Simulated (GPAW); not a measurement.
# Polarising Sc2CS2 MXene monolayer with a field along the normal

The dipole of the cell at several fields, atoms fixed. What does the strongest field give, and what length does the slope stand for?

Set-up. GPAW 26.7.0, plane waves (500 eV), PAW setups, PBE, 12×12 mesh, a dipole layer in the vacuum; geometry relaxed without an applied field with GPAW. The cell's area is 10.74 Å², and e/ε0 = 180.95 V Å.

Results, with one row withheld:

```tsv
field (V/Å)	dipole (e Å)
−0.2	−0.0890
−0.1	−0.0445
−0.05	−0.0222
0.05	0.0222
0.1	0.0445
0.2	0.0890
0.3	?
```

Q: What is the dipole at 0.3 V/Å?

**Working.** A line through the 6 points has the slope α = 0.445 e Å per V/Å and the intercept p₀ = −0.0000 e Å (r.m.s. residual 2.8e−05). At 0.3 V/Å it gives p = −0.0000 + 0.445 × 0.3 = 0.1335 e Å; the run gives 0.1335 e Å, so the response stays linear to 0.0 % of the induced part. Dividing by ε0 and the area: α/(ε0 A) = 0.445 × 180.95 / 10.74 = 7.50 Å, against 5.56 Å between the outer nuclei.

Caveats: This is the electronic response alone; ions that move would add to it in polar layers. No run was spin-polarised, so magnetic states weren't tested.

[Logs are printed without paths, hosts, clocks, repeated set-up lines and the standing remarks that a program may print on its own settings, such as how far it seeks lower states.]
